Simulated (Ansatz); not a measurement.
# Phonon transport in CaO (Lime, Fm-3m)

Aim: the lattice thermal conductivity of CaO (Lime) against temperature, and which phonons carry it.

Experimental results on record:
- thermal conductivity 27 W/m/K near room temperature (given in “Combining the AFLOW GIBBS and Elastic Libraries to efficiently and robustly screen thermo-mechanical properties of solids”, 2017, arXiv:1611.05714)
- thermal conductivity 27 W/m/K near room temperature (given in “Predicting the lattice thermal conductivity of solids by solving the Boltzmann transport equation: AFLOW - AAPL an automated, accurate and efficient framework”, 2017, arXiv:1611.05481)

Program: Ansatz 0.2.0. Level of theory: DFT LDA, scalar-relativistic, plane waves, PAW; PAW set soft_1. Results are calculated unless marked as measured.

### Step 1. The starting structure

The structure is cubic, space group Fm-3m (No. 225). The conventional cell has a = 4.813 Å, b = 4.813 Å, c = 4.813 Å, α = 90.00°, β = 90.00°, γ = 90.00°. Nearest to Ca lie 6 O at 2.41 Å. Nearest to O lie 6 Ca at 2.41 Å. Farther neighbours and most contacts between anions are not listed.

### Step 2. A first coarse run

A cheap single point shows whether the cell is a metal or an insulator and how far it is from rest; that sets the k-mesh and the occupations of what follows.

input.yaml reads:

```yaml
crystal:
  lattice:
    - [0.0, 2.4065, 2.4065]
    - [2.4065, 0.0, 2.4065]
    - [2.4065, 2.4065, 0.0]
  atoms:
    - { symbol: Ca, position: [0.0, 0.0, 0.0] }
    - { symbol: O, position: [0.5, 0.5, 0.5] }
kpoints:
  mp_grid: { grid: [6, 6, 6] }
hamiltonian:
  xc: lda
  pseudopotentials: { kind: paw, azcp: { folder: soft_1 }, xc_functional: pbe }
scf:
  occupations: { method: gaussian, width: 0.1 }
  lower_state_search: "off"
output:
  forces: true
  stress: true
  eigenvalues: true
```

Command:

```bash
ansatz run input.yaml --threads 18 --pin off --max-ram 92160MiB --backend cuda --events-out ev --progress --plain --runs-dir out
```

Numbers of over 12 decimals in the logs are rounded to 6 here.

The log of the run:

```text
Engine: ansatz 0.2.0, aarch64-unknown-linux-gnu
Pseudopotentials: kind: paw
Pseudopotential: Ca, paw, valence charge 10, recommended cutoff 420 eV (normal), soft_1/Ca.paw.azcp
Pseudopotential: O, paw, valence charge 6, recommended cutoff 420 eV (normal), soft_1/O.paw.azcp
Functional definition: SPW92
  exchange = slater_x
  correlation = pw_c
device memory: the entry about to start is reckoned to put 0.6 GiB on a device that reports 182.5 GiB free
GPU FFT provider: cuFFT
GPU libraries: cuBLAS 13.8.1, cuFFT 12.4.0, cuSOLVER 12.3.2
GPU matrix products: emulated (plane waves: as basis.precision tells), large ones in fixed point in workspaces of 1.00 GiB
Crystal: 2 atoms, lattice volume = 27.873 Å³
Basis set: ecut = 420 eV, 537 PW (Γ)
Bands: 12, of which v1, the nominal top of the filled ones, is band 8 counted from 1 (7 counted from 0)
Symmetry: 48 space group operations
Space group: Fm-3m (ITA 225), of the structure as read, at distance tolerance 3.0e-5 Å
k-points: 16 of 216
Non-local potential: Ca, projectors of the file, l = 0: 3, l = 1: 2, l = 2: 2
Non-local potential: O, projectors of the file, l = 0: 2, l = 1: 2, l = 2: 1
PAW form: soft (Blöchl's): semilocal exchange-correlation on the pseudo side does not see the compensation charge
PAW frozen core: Ca, regenerated for the run's functional, and the local potential with it (the file was generated under x = pbe(κ = 0.804, μ = 0.219515), c = pbe(β = 0.066725))
PAW frozen core: O, regenerated for the run's functional, and the local potential with it (the file was generated under x = pbe(κ = 0.804, μ = 0.219515), c = pbe(β = 0.066725))
PAW one-centre angular grid: Ca, 110 points (default); XC on 64 Gauss nodes
PAW one-centre angular grid: O, 110 points (default); XC on 64 Gauss nodes
Initial density: superposition of atomic densities (chi_scale 0.1, normalization cell, long waves kept (reshape's long-wave potential 0.00 eV rms))
Initial wavefunctions: pseudopotential atomic-orbital guess
GPU buffer pool allocated for 13824 grid points (all kernels)
GPU transforms: local potential and band sums: pruned to the plane-wave sphere, on 24×24×24
Functional: x = slater, c = lda
SCF iter   1: F=—  HF=-2332.393092 eV  |F-HF|=—  |Δ(HF+E_count)|=         —  Δρ=1.15e-1  dr2=3.38e0  ethr=3.10e-3  ⟨swp⟩=5.7  Hψ=1280  notcnv=0
preconditioner: auto → none  [insulator: Δε(μ)=1.763 eV  Ē_g=17.370 eV  σ=0.100 eV  W_gap=1.00  n_scr=8 (ndim 8)  ℏωp=26.3 eV  f_vac=0.000  D(μ)=0.00/eV (n_scr^D=0)  ε∞_Penn≈3.3]
SCF iter   2: F=—  HF=-2331.597630 eV  |F-HF|=—  |Δ(HF+E_count)|=   7.95e-1  Δρ=2.12e-2  dr2=1.16e-1  ethr=3.10e-3  ⟨swp⟩=2.8  Hψ=531  notcnv=0
SCF iter   3: F=—  HF=-2331.597476 eV  |F-HF|=—  |Δ(HF+E_count)|=   1.54e-4  Δρ=9.40e-3  dr2=2.04e-2  ethr=7.27e-4  ⟨swp⟩=2.1  Hψ=258  notcnv=0
SCF iter   4: F=—  HF=-2331.603627 eV  |F-HF|=—  |Δ(HF+E_count)|=   6.15e-3  Δρ=6.18e-4  dr2=1.03e-4  ethr=1.27e-4  ⟨swp⟩=1.8  Hψ=244  notcnv=0
SCF iter   5: F=—  HF=-2331.603585 eV  |F-HF|=—  |Δ(HF+E_count)|=   4.19e-5  Δρ=1.33e-4  dr2=3.90e-6  ethr=6.41e-7  ⟨swp⟩=2.1  Hψ=307  notcnv=0
SCF iter   6: F=—  HF=-2331.603611 eV  |F-HF|=—  |Δ(HF+E_count)|=   2.51e-5  Δρ=2.35e-5  dr2=1.48e-7  ethr=2.44e-8  ⟨swp⟩=2.1  Hψ=248  notcnv=0
SCF iter   7: F=-2331.603611 eV  HF=-2331.603611 eV  |F-HF|=4.47e-9  |Δ(HF+E_count)|=   3.72e-8  Δρ=3.81e-6  dr2=4.80e-9  ethr=6.25e-10  ⟨swp⟩=4.6  Hψ=992  notcnv=0
SCF 1 converged in 7 iterations: F = -2331.603611 eV  dr2 = 4.80e-9
  greatest PAW one-centre occupation: 0.996 electrons in one spin orbital (limit 2), on the Ca atom at site 0 (counted from 0), in its partial waves of l = 0
SCF converged after 7 iterations
Free energy (F): -2331.603611 eV
Harris-Foulkes:  -2331.603611 eV  (|F-HF|=4.47e-9)
Internal energy: -2331.603611 eV  (E = F + TS)
E sigma→0 (E₀):  -2331.603611 eV
Fermi energy:    8.991094 eV
--- Per-component energies (eV) ---
  E_band       = -105.170281
  E_kinetic    = 422.835847
  E_local      = -895.182002  (includes V_loc(G=0)·N_el)
  E_nonlocal   = 147.614029
  E_hartree    = 293.660717
  E_xc         = -198.213751
  E_vxc        = -250.556049  (∫ρ·V_xc dr)
  E_paw        = -974.319432  (= ΣΔE_a)
  E_vpaw       = -117.204060  (= ΣTr[D̂ρ^β])
  E_aug_tail   = 0.000790  (compensation charges beyond the density's cutoff)
  E_ewald      = -1128.379897
  E_core_change = 0.380088  (= ΣΔE_core)
  E_smearing   = -0.000000  (= −TS)
  E_closure    = 0.000000  (closes the sum)
  Σ components = -2331.603611   (vs F -2331.603611, Δ=0.00e0)
--- Forces (eV/Å), atoms counted from 1 ---
  atom   1  Ca     0.00000000     0.00000000     0.00000000
  atom   2  O     -0.00000000     0.00000000     0.00000000
  max |Σ_I F_I| component: 1.89e-24 eV/Å
--- Stress (GPa, compression-positive) ---
       -7.417484      -0.000000       0.000000
       -0.000000      -7.417484       0.000000
        0.000000       0.000000      -7.417484
  P = ⅓ Tr σ = -7.4175 GPa (-74.175 kbar)
--- Band table (eV; the first three rows and the last of 16) ---
  k-point 0: bands = [... 4 lower, -7.9525, 7.2477, 7.2477, 7.2477, 11.7799, 13.3647, 13.3647, 13.3647]
  k-point 1: bands = [... 4 lower, -7.5832, 6.3678, 6.8943, 6.8943, 12.8893, 13.3357, 13.8291, 13.8291]
  k-point 2: bands = [... 4 lower, -6.9891, 5.0891, 6.2962, 6.2962, 13.6614, 14.7965, 14.8998, 14.8998]
  k-point 15: bands = [... 4 lower, -7.4065, 6.0190, 6.1614, 6.4238, 12.1383, 14.8097, 15.5425, 16.7620]
```

Elapsed: 1.3 s, on 1 × NVIDIA GB200 with 18 threads of Arm Neoverse V2, shared host; peak memory 0.98 GiB.

A gap read on the k-mesh alone can miss the band edges.

Numbers from this step:

| Property | Result |
| --- | --- |
| pressure | -7.417 GPa |
| gap on the k-mesh | 3.487 eV |
| volume per atom | 13.94 Å³/atom |

The start is under -7.4 GPa at this level and looks like an insulator or semiconductor on this mesh.

### Step 3. Finding the static equilibrium

Phonons are second derivatives about a minimum, so cell and atoms are relaxed first, inside the symmetry of the start.

input.yaml, the sections that differ from step 2:

```yaml
kpoints:
  mp_grid: { grid: [8, 8, 8] }
scf:
  occupations: { method: gaussian, width: 0.02 }
  lower_state_search: "off"
relax:
  adjacent_minimum: "off"
  f_tol: 0.005
  max_steps: 80
  cell: { stress_tol: 0.05 }
# crystal, hamiltonian, output: as in step 2
```

The log of the run:

```text
[...]
Crystal: 2 atoms, lattice volume = 27.873 Å³
Basis set: ecut = 420 eV, 537 PW (Γ)
Bands: 12, of which v1, the nominal top of the filled ones, is band 8 counted from 1 (7 counted from 0)
Symmetry: 48 space group operations
[...]
k-points: 29 of 512
[...]
SCF iter   1: F=—  HF=-2332.394217 eV  |F-HF|=—  |Δ(HF+E_count)|=         —  Δρ=1.15e-1  dr2=3.39e0  ethr=3.10e-3  ⟨swp⟩=6.2  Hψ=2426  notcnv=0
[...]
SCF iter   2: F=—  HF=-2331.597247 eV  |F-HF|=—  |Δ(HF+E_count)|=   7.97e-1  Δρ=2.10e-2  dr2=1.13e-1  ethr=3.10e-3  ⟨swp⟩=2.8  Hψ=963  notcnv=0
[...]
SCF iter   7: F=-2331.603935 eV  HF=-2331.603935 eV  |F-HF|=4.04e-9  |Δ(HF+E_count)|=   3.33e-8  Δρ=3.65e-6  dr2=4.34e-9  ethr=6.25e-10  ⟨swp⟩=4.1  Hψ=1496  notcnv=0
SCF 1 converged in 7 iterations: F = -2331.603935 eV  dr2 = 4.34e-9
[...]
relax step   1: F+E_penalty+E_count = -2331.60393524 eV  Δ(F+E_penalty+E_count) = +0.000e0 eV  max|allowed force component| = 3.791e-25 eV/Å  Δτ_max = 0.0000 Å  P = -7.418 GPa  Ω = 27.873 Å³  (7 SCF iters, dr2 threshold 1.00e-7 eV, accepted)
[...]
Crystal: 2 atoms, lattice volume = 25.711 Å³
Basis set: ecut = 420 eV, 531 PW (Γ)
[...]
iter 1 solved again at ethr=2.12e-5 eV; its pass at ethr=3.10e-3 eV (dr2=3.39e-3 eV) is discarded
[...]
SCF iter   2: F=—  HF=-2331.649250 eV  |F-HF|=—  |Δ(HF+E_count)|=   8.61e-4  Δρ=1.56e-3  dr2=5.34e-4  ethr=2.11e-5  ⟨swp⟩=2.9  Hψ=684  notcnv=0
[...]
SCF iter   6: F=-2331.649237 eV  HF=-2331.649237 eV  |F-HF|=4.22e-10  |Δ(HF+E_count)|=   5.26e-8  Δρ=2.30e-6  dr2=6.42e-10  ethr=8.08e-10  ⟨swp⟩=2.0  Hψ=1068  notcnv=0
SCF 2 converged in 6 iterations: F = -2331.649237 eV  dr2 = 6.42e-10
relax step   2: F+E_penalty+E_count = -2331.64923719 eV  Δ(F+E_penalty+E_count) = -4.530e-2 eV  max|allowed force component| = 4.847e-26 eV/Å  Δτ_max = 0.0000 Å  P = +2.123 GPa  Ω = 25.711 Å³  energy of the carried Pulay correction = +5.052e-3 eV  (6 SCF iters, dr2 threshold 2.00e-7 eV, accepted)
[...]
Crystal: 2 atoms, lattice volume = 26.163 Å³
[...]
SCF 3 converged in 5 iterations: F = -2331.650785 eV  dr2 = 5.12e-9
relax step   3: F+E_penalty+E_count = -2331.65078457 eV  Δ(F+E_penalty+E_count) = -1.547e-3 eV  max|allowed force component| = 1.056e-25 eV/Å  Δτ_max = 0.0000 Å  P = -0.217 GPa  Ω = 26.163 Å³  energy of the carried Pulay correction = +3.964e-3 eV  (5 SCF iters, dr2 threshold 2.00e-7 eV, accepted)
[...]
relax step   4: F+E_penalty+E_count = -2331.65091616 eV  Δ(F+E_penalty+E_count) = -1.316e-4 eV  max|allowed force component| = 3.904e-27 eV/Å  Δτ_max = 0.0000 Å  P = -0.005 GPa  Ω = 26.120 Å³  energy of the carried Pulay correction = +4.066e-3 eV  (4 SCF iters, dr2 threshold 1.18e-7 eV, accepted)
[...]
relax step   5: F+E_penalty+E_count = -2331.64799575 eV  Δ(F+E_penalty+E_count) = +2.920e-3 eV  max|allowed force component| = 5.217e-28 eV/Å  Δτ_max = 0.0000 Å  P = -0.211 GPa  Ω = 26.120 Å³  stress off target by 2.11e-1 GPa  SCF on the basis re-selected at this cell (its energy is not comparable with the rows above)  (6 SCF iters)
[...]
relax step   6: F+E_penalty+E_count = -2331.64812394 eV  Δ(F+E_penalty+E_count) = -1.282e-4 eV  max|allowed force component| = 2.046e-26 eV/Å  Δτ_max = 0.0000 Å  P = +0.001 GPa  Ω = 26.078 Å³  energy of the carried Pulay correction = +1.005e-4 eV  (4 SCF iters, dr2 threshold 1.11e-7 eV, accepted)
[...]
SCF iter   1: F=—  HF=-2331.648051 eV  |F-HF|=—  |Δ(HF+E_count)|=         —  Δρ=7.44e-6  dr2=6.97e-9  ethr=4.76e-7  ⟨swp⟩=2.2  Hψ=3267  notcnv=0
eigensolver tolerance schedule: the retry pair's looser diagonalisation over-reported the residual by 10937.39 of it (diagonalisation noise at an unbounded share of the residual, at the tolerance the schedule requests for it); recorded, not acted on — ethr = c·dr2/N_el stays at c = 1.0e-1
SCF iter   2: F=—  HF=-2331.648079 eV  |F-HF|=—  |Δ(HF+E_count)|=   2.76e-5  Δρ=3.86e-6  dr2=2.25e-9  ethr=4.35e-11  ⟨swp⟩=2.8  Hψ=622  notcnv=0
[...]
SCF iter   5: F=-2331.648079 eV  HF=-2331.648079 eV  |F-HF|=6.37e-12  |Δ(HF+E_count)|=  3.96e-11  Δρ=2.87e-7  dr2=1.51e-11  ethr=1.00e-12  ⟨swp⟩=3.0  Hψ=1469  notcnv=0
SCF 7 converged in 5 iterations: F = -2331.648079 eV  dr2 = 1.51e-11
relax step   7: F+E_penalty+E_count = -2331.64807874 eV  Δ(F+E_penalty+E_count) = +4.520e-5 eV  max|allowed force component| = 1.722e-29 eV/Å  Δτ_max = 0.0000 Å  P = -0.003 GPa  Ω = 26.078 Å³  stress off target by 2.74e-3 GPa  SCF on the basis re-selected at this cell (its energy is not comparable with the rows above)  (5 SCF iters)
basis re-selected at this cell: Δ(F+E_penalty+E_count) = +4.520e-5 eV, ΔP = -0.004 GPa vs the last step (what re-selecting the basis moved, of the pressure what is left beyond the Pulay correction that the steps carried, after the strain that the cell walked since its last selection, with what the two solves' SCF thresholds leave and, on support functions, any second-order correction that the steps lacked; it is no m [...]
SCF converged after 5 iterations
Free energy (F): -2331.648079 eV
[...]
Internal energy: -2331.648079 eV  (E = F + TS)
E sigma→0 (E₀):  -2331.648079 eV
Fermi energy:    9.732087 eV
[...]
--- Stress (GPa, compression-positive) ---
       -0.002740      -0.000000      -0.000000
       -0.000000      -0.002740      -0.000000
       -0.000000      -0.000000      -0.002740
  P = ⅓ Tr σ = -0.0027 GPa (-0.027 kbar)
--- Band table (eV; the first three rows and the last of 29) ---
  k-point 0: bands = [... 4 lower, -7.3202, 8.0078, 8.0078, 8.0078, 13.0990, 14.2775, 14.2775, 14.2775]
  k-point 1: bands = [... 4 lower, -7.0142, 7.4393, 7.7681, 7.7681, 13.7918, 14.2416, 14.5682, 14.5682]
  k-point 2: bands = [... 4 lower, -6.4388, 6.3622, 7.2602, 7.2602, 14.3292, 15.2787, 15.3343, 15.3343]
  k-point 28: bands = [... 4 lower, -6.5413, 6.5980, 6.9379, 6.9379, 14.3960, 14.3960, 16.8291, 17.9781]
--- Relaxed structure (5 steps of the walk, 5 accepted, 2 SCFs on fresh bases) ---
  F+E_penalty+E_count = -2331.64807874 eV   max|allowed force component| = 1.722e-29 eV/Å   (the final SCF, on the basis selected at the relaxed cell)
  cell:  # Å, volume = 26.0779 Å³
    - [0, 2.353680, 2.353680]
    - [2.353680, 0, 2.353680]
    - [2.353680, 2.353680, 0]
  atoms:
    - { symbol: Ca, position: [0, 0, 0] }
    - { symbol: O, position: [0.5, 0.5, 0.5] }
```

It took 3.5 s on 1 × NVIDIA GB200 with 18 threads; peak memory 1 GiB.

Relaxation path:

```
step  energy less that of the first step (eV)  largest force component (eV/Å)  pressure (GPa)  volume (Å³)
   1                                   0.0000                          0.0000           -7.42        27.87
   2                                  -0.0453                          0.0000            2.12        25.71
   3                                  -0.0468                          0.0000           -0.22        26.16
   4                                  -0.0470                          0.0000           -0.01        26.12
   5                                  -0.0441                          0.0000           -0.21        26.12
   6                                  -0.0442                          0.0000            0.00        26.08
  7*                                  -0.0441                          0.0000            0.00        26.08
```

Relaxation steps marked * repeat the geometry before them on a plane-wave basis chosen anew for their cell, so energy and pressure can jump there. The log counts 2 steps on a newly chosen plane-wave basis, not all of them marked here; energy and pressure can jump at such steps.

The run keeps the 48 symmetry operations that it works with, so distortions that break them were not tested.

```csv
"conventional cell, symmetrised",before,after,change
a (Å),4.813,4.707,-2.2 %
b (Å),4.813,4.707,-2.2 %
c (Å),4.813,4.707,-2.2 %
volume (Å³/atom),13.94,13.04,-6.4 %
```

The relaxed structure:

```
Ca O
1.0
     0.00000    2.35368    2.35368
     2.35368    0.00000    2.35368
     2.35368    2.35368    0.00000
Ca O
1 1
Direct
  0.00000 0.00000 0.00000
  0.50000 0.50000 0.50000
```

This step gave:

| Property | Result |
| --- | --- |
| pressure | -0.002740 GPa |
| gap on the k-mesh | 3.449 eV |
| volume per atom | 13.04 Å³/atom |

The relaxation ends with a pressure of 0.00 GPa.

### Step 4. Tight relaxation

The relaxation is repeated with tighter thresholds on force and stress, since phonons are sensitive to what is left; a change of mesh or smearing in the input moves the cell too.

input.yaml, the sections that differ from step 3:

```yaml
crystal:
  lattice:
    - [0.0, 2.3536804878, 2.3536804878]
    - [2.3536804878, 0.0, 2.3536804878]
    - [2.3536804878, 2.3536804878, 0.0]
  atoms:
    - { symbol: Ca, position: [0.0, 0.0, 0.0] }
    - { symbol: O, position: [0.5, 0.5, 0.5] }
kpoints:
  mp_grid: { grid: [9, 9, 9] }
scf:
  occupations: { method: fixed }
  lower_state_search: "off"
relax:
  adjacent_minimum: "off"
  f_tol: 0.001
  max_steps: 60
  cell: { stress_tol: 0.01 }
# hamiltonian, output: as in step 3
```

The log of the run:

```text
[...]
GPU FFT provider: cuFFT
GPU libraries: cuBLAS 13.8.1, cuFFT 12.4.0, cuSOLVER 12.3.2
[...]
Crystal: 2 atoms, lattice volume = 26.078 Å³
Basis set: ecut = 420 eV, 531 PW (Γ)
Bands: 12, of which v1, the nominal top of the filled ones, is band 8 counted from 1 (7 counted from 0)
Symmetry: 48 space group operations
[...]
k-points: 35 of 729
[...]
k-point 34: bands = [... 4 lower, -6.5125, 6.4972, 6.8935, 7.0128, 13.9449, 14.9570, 16.8775, 17.8511]
--- Relaxed structure (1 steps of the walk, 1 accepted, 1 SCFs on fresh bases) ---
[...]
cell:  # Å, volume = 26.0779 Å³
    - [0.0, 2.3536804878, 2.3536804878]
    - [2.3536804878, 0.0, 2.3536804878]
    - [2.3536804878, 2.3536804878, 0.0]
  atoms:
    - { symbol: Ca, position: [0.0, 0.0, 0.0] }
    - { symbol: O, position: [0.5, 0.5, 0.5] }
[key lines of the parts left out:]
SCF converged after 6 iterations
Free energy (F): -2331.647970 eV
Fermi energy:    8.007764 eV
P = ⅓ Tr σ = -0.0036 GPa (-0.036 kbar)
```

Wall time 1.6 s (1 × NVIDIA GB200 with 18 threads); peak memory 0.98 GiB; 2.8 s of CPU time.

Little changed from the start: no atom moved by 0.005 Å and no cell edge by 0.1 %.

This step gave:

| Quantity | Value |
| --- | --- |
| pressure | -0.003570 GPa |
| gap on the k-mesh | 3.509 eV |

The residual pressure is -0.0036 GPa, small enough for phonons.

### Step 5. An input with a fault

This input was changed on purpose, to see how the program answers.

input.yaml, the sections that differ from step 4:

```yaml
kpoints:
  mp_grid: { grid: [8, 8, 8] }
scf:
  occupations: { method: fixed }
  lower_state_search: "off"
  max_iter: 100
output:
  eigenvalues: true
phonons:
  supercell: [2, 2, 2]
  dielectric: false
  third_order: { supercell: [2, 2, 2], pair_cutoff: 4.8 }
  lattice_thermal_conductivity:
    qmesh: [11, 11, 11]
    temperatures: [300]
    isotope_mass_variance:
      - { species: Ca, variance: 0.0002976 }
      - { species: O, variance: 3.359e-05 }
# crystal, hamiltonian: as in step 4
# relax: removed
```

The log of the run:

```text
Error: invalid value for `phonons.third_order.pair_cutoff`: 4.800 Å is not below 3.329 Å, half the shortest translation of the third-order supercell, so a pair of sites would have two images within it; lower pair_cutoff or enlarge phonons.third_order.supercell
```

Wall time 0.1 s (18 threads); peak memory 0.07 GiB.

The input was rejected at the start.

The program's message: “Error: invalid value for `phonons.third_order.pair_cutoff`: 4.800 Å is not below 3.329 Å, half the shortest translation of the third-order supercell, so a pair of sites would have two images within it …”

The fault put into the input: a pair cutoff beyond half of the supercell.

[end of part 1 of 3]

[Logs are printed without paths, hosts, clocks, repeated set-up lines and the standing remarks that a program may print on its own settings, such as how far it seeks lower states.]

[Hosts, paths, dates, database ids (printed as entryN), source tags and the programs' standing remarks are cut or masked in the printed files.]

[A step with changed settings may run another functional than the one named; its input shows which.]
